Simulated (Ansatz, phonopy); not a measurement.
# CsH (Pm-3m): phonons against volume, part 4 of 4

Aim: how the vibrations of CsH shift with volume, and the expansion that follows. The starting cell is a computed one from a database.

Ansatz 0.2.0; DFT LDA, scalar-relativistic, plane waves, PAW.

So far. Step 13 (A cell at another volume, V/V0 0.97): The run ends at a pressure of 0.61 GPa. Step 14 (Lattice dynamics at this volume, V/V0 0.97): No mode is imaginary beyond numerical noise at the solved wavevectors. The highest zone-centre mode (no LO–TO term) moved by +6.7 % for a volume change of -3.0 %.

## 15. Single point at a scaled cell, V/V0 1.05

Symmetry fixes every atom, so a single point at the scaled cell gives the energy and pressure of this member.

The cell differs from the one that the last finished run ended in (a 3.602 → 3.698 Å, b 3.602 → 3.698 Å, c 3.602 → 3.698 Å).

input.yaml reads:

```yaml
crystal:
  lattice:
    - [3.6982583583, 0.0, 0.0]
    - [0.0, 3.6982583583, 0.0]
    - [0.0, 0.0, 3.6982583583]
  atoms:
    - { symbol: Cs, position: [0.0, 0.0, 0.0] }
    - { symbol: H, position: [0.5, 0.5, 0.5] }
kpoints:
  mp_grid: { grid: [8, 8, 8] }
hamiltonian:
  xc: lda
scf:
  occupations: { method: fixed }
output:
  forces: true
  stress: true
  eigenvalues: true
```

Command:

```
ansatz run input.yaml --threads 2 --pin off --max-ram 5120MiB --backend cpu --events-out ev --progress --plain --runs-dir out
```

Numbers of over 12 decimals in the logs are rounded to 6 here.

The log of the run:

```text
[...]
Crystal: 2 atoms, lattice volume = 50.582 Å³
Basis set: ecut = 420 eV, 1021 PW (Γ)
Bands: 9, of which v1, the nominal top of the filled ones, is band 5 counted from 1 (4 counted from 0)
Symmetry: 48 space group operations
[...]
k-points: 35 of 512
[...]
Free energy (F): -5520.951941 eV
[...]
Internal energy: -5520.951941 eV  (E = F + TS)
E sigma→0 (E₀):  -5520.951941 eV
Fermi energy:    4.934583 eV
[...]
--- Stress (GPa, compression-positive) ---
       -0.821652       0.000000       0.000000
        0.000000      -0.821652       0.000000
        0.000000       0.000000      -0.821652
  P = ⅓ Tr σ = -0.8217 GPa (-8.217 kbar)
--- Band table (eV; the first three rows and the last of 35) ---
[...]
[key lines of the parts left out:]
SCF converged after 6 iterations
```

Wall time 0.9 s (2 threads of Arm Neoverse V2, shared host); peak memory 0.28 GiB; 1.6 s of CPU time.

The run ends at a pressure of -0.82 GPa.

## 16. Lattice dynamics at this volume, V/V0 1.05

Phonons at this volume give one point of F(V, T); meshes stay fixed along the series.

input.yaml, the sections that differ from step 15:

```yaml
output:
  eigenvalues: true
phonons:
  method: dfpt
  dielectric: true
  rigid_motions: translations
  qmesh: [4, 4, 4]
  temperatures: { t_max: 1000, t_step: 50 }
  qpath:
    path:
      - [[0.0, 0.0, 0.0], [0.0, 0.5, 0.0], [0.5, 0.5, 0.0], [0.0, 0.0, 0.0], [0.5, 0.5, 0.5], [0.0, 0.5, 0.0]]
      - [[0.5, 0.5, 0.5], [0.5, 0.5, 0.0]]
    npoints: 10
# crystal, kpoints, hamiltonian, scf: as in step 15
```

The log of the run:

```text
[...]
Crystal: 2 atoms, lattice volume = 50.582 Å³
Basis set: ecut = 420 eV, 1021 PW (Γ), exchange–correlation on 50×50×50 points (8 copies of the dense FFT grid, shifted against one another)
Bands: 9, of which v1, the nominal top of the filled ones, is band 5 counted from 1 (4 counted from 0)
Symmetry: 48 space group operations
k-points: 75 of 512 (irreducible under 8 space group operations, time reversal used)
[...]
optical modes at Γ + LO–TO along q̂ = [0.0000, 1.0000, 0.0000]:
      ω (cm⁻¹)  modes    IR ((D/Å)²/amu)
        371.44      2            62.4327
        679.04      1            31.2164
  optical modes at Γ + LO–TO along q̂ = [0.0000, 0.0000, 1.0000]:
      ω (cm⁻¹)  modes    IR ((D/Å)²/amu)
        371.44      2            62.4327
        679.04      1            31.2164
--- Phonons (arbitrary-q DFPT): 10 irreducible q on the 4×4×4 mesh ---
[...]
interpolated dispersion: 63 rows × 6 modes
[...]
[key lines of the parts left out:]
SCF converged after 7 iterations
Free energy (F): -5520.951941 eV
Fermi energy:    4.934593 eV
```

It took 96 s on 2 threads; peak memory 0.64 GiB.

No mode is imaginary beyond numerical noise at the solved wavevectors. The highest zone-centre mode (no LO–TO term) moved by -10.7 % for a volume change of +5.0 %.

## 17. Mode Grüneisen parameters

This step: DFT LDA, scalar-relativistic, plane waves, PAW (phonopy 4.10.0).

This step gave:

```
share of modes with a negative Grüneisen parameter : 0
```

Mean Grüneisen, by row:

| T (K) | heat-capacity-weighted mean | root mean square |
| --- | --- | --- |
| 50 | 1.981 | 2.01 |
| 100 | 1.941 | 1.97 |
| 200 | 1.829 | 1.871 |
| 300 | 1.759 | 1.81 |
| 500 | 1.71 | 1.766 |
| 800 | 1.69 | 1.748 |

The mean mode Grueneisen parameter by wavenumber:

| wavenumber (cm⁻¹) | mean mode Grueneisen parameter |
| --- | --- |
| 12 | 2 |
| 36 | 2.25 |
| 84 | 1.75 |
| 108 | - |
| 157 | - |
| 181 | - |
| 205 | - |
| 253 | - |
| 277 | - |
| 301 | - |
| 349 | - |
| 374 | - |
| 422 | 2.08 |
| 446 | 1.88 |
| 470 | 1.75 |
| 518 | 1.31 |
| 542 | 1.15 |
| 566 | 1.07 |
| 614 | 0.945 |
| 639 | 0.927 |
| 687 | 0.906 |
| 711 | 0.864 |

Volume series, by row:

| V/V0 | V (Å³/atom) | pressure (GPa) | E - E0 (meV/atom) | gap (eV) | zero-point energy (meV/atom) | lowest on the path (cm⁻¹) | highest at Gamma without the LO-TO term (cm⁻¹) |
| --- | --- | --- | --- | --- | --- | --- | --- |
| 0.97 | 23.36 | 0.614 | 1.338 | 2.362 | 57.15 | 0 | 443.8 |
| 0.985 | 23.73 | 0.292 | 0.32 | 2.402 | 55.95 | 0 | 429.8 |
| 1 | 24.09 | -0.003 | 0 | 2.42 | 54.78 | 0 | 416.1 |
| 1.015 | 24.45 | -0.274 | 0.321 | 2.427 | 53.63 | 0 | 402.5 |
| 1.03 | 24.81 | -0.522 | 1.222 | 2.434 | 52.5 | 0 | 389.1 |
| 1.05 | 25.29 | -0.822 | 3.251 | 2.443 | 51.02 | 0 | 371.4 |

Table of optical frequency at Gamma without the LO-TO term, mode 4 by V/V0:

| V/V0 | optical frequency at Gamma without the LO-TO term, mode 4 (cm⁻¹) |
| --- | --- |
| 0.9700 | 444 |
| 0.9850 | 430 |
| 1.0000 | 416 |
| 1.0150 | 403 |
| 1.0300 | 389 |
| 1.0500 | 371 |

Grüneisen at points, by row:

| point | branch | frequency (cm⁻¹) | mode Grüneisen parameter |
| --- | --- | --- | --- |
| Γ | 4 | 416.1 | 2.19 |
| Γ | 6 | 708.9 | 0.88 |
| X | 1 | 31.9 | 2.59 |
| X | 3 | 96.5 | 1.57 |
| X | 4 | 497.5 | 1.88 |
| X | 6 | 722.3 | 0.81 |
| M | 1 | 28 | 3.21 |
| M | 2 | 86.4 | 1.71 |
| M | 4 | 404.2 | 2.23 |
| M | 5 | 493.1 | 1.05 |
| R | 1 | 79.9 | 1.91 |
| R | 4 | 572.6 | 1.13 |

## 18. Free-energy fit

Table of energy (each curve on its own zero) by volume; values in meV/atom:

| volume (Å³/atom) | static | F at 0 K | F at 300 K | F at 600 K |
| --- | --- | --- | --- | --- |
| 23.364 | 1.34 | 4.32 | 7.31 | 11.8 |
| 23.725 | 0.32 | 2.1 | 3.95 | 6.73 |
| 24.086 | 0 | 0.61 | 1.3 | 2.32 |
| 24.448 | 0.32 | -0.22 | -0.71 | -1.48 |
| 24.809 | 1.22 | -0.45 | -2.15 | -4.72 |
| 25.291 | 3.25 | 0.1 | -3.24 | -8.25 |

## 19. Summary of results

```yaml
mean_mode_grueneisen_parameter_at_300_k: 1.76
```

**Reading.** The free-energy minimum reaches the edge of the computed volumes already at low temperature, so no expansion is given. The heat-capacity-weighted Grüneisen parameter goes from 1.98 at 50 K to 1.69 at 800 K. Weighting γ by the density of states and each mode's heat capacity at 300 K, modes below 240 cm⁻¹ give about 69 % of the sum of γC that drives the expansion, those up to 480 cm⁻¹ 15 % and the rest 17 %. Among the labelled points γ is largest for branch 1 at M (28 cm⁻¹, 3.2) and smallest for branch 6 at X (722 cm⁻¹, 0.81). The log warns that the k-mesh is coarse for the response calculation and asks for a check on a denser one. The PAW files were made for PBE and are used here under another functional, for which the program regenerates the frozen cores.

[Logs are printed without paths, hosts, clocks, repeated set-up lines and the standing remarks that a program may print on its own settings, such as how far it seeks lower states.]

[Hosts, paths, dates, database ids (printed as entryN), source tags and the programs' standing remarks are cut or masked in the printed files.]

[A step with changed settings may run another functional than the one named; its input shows which.]


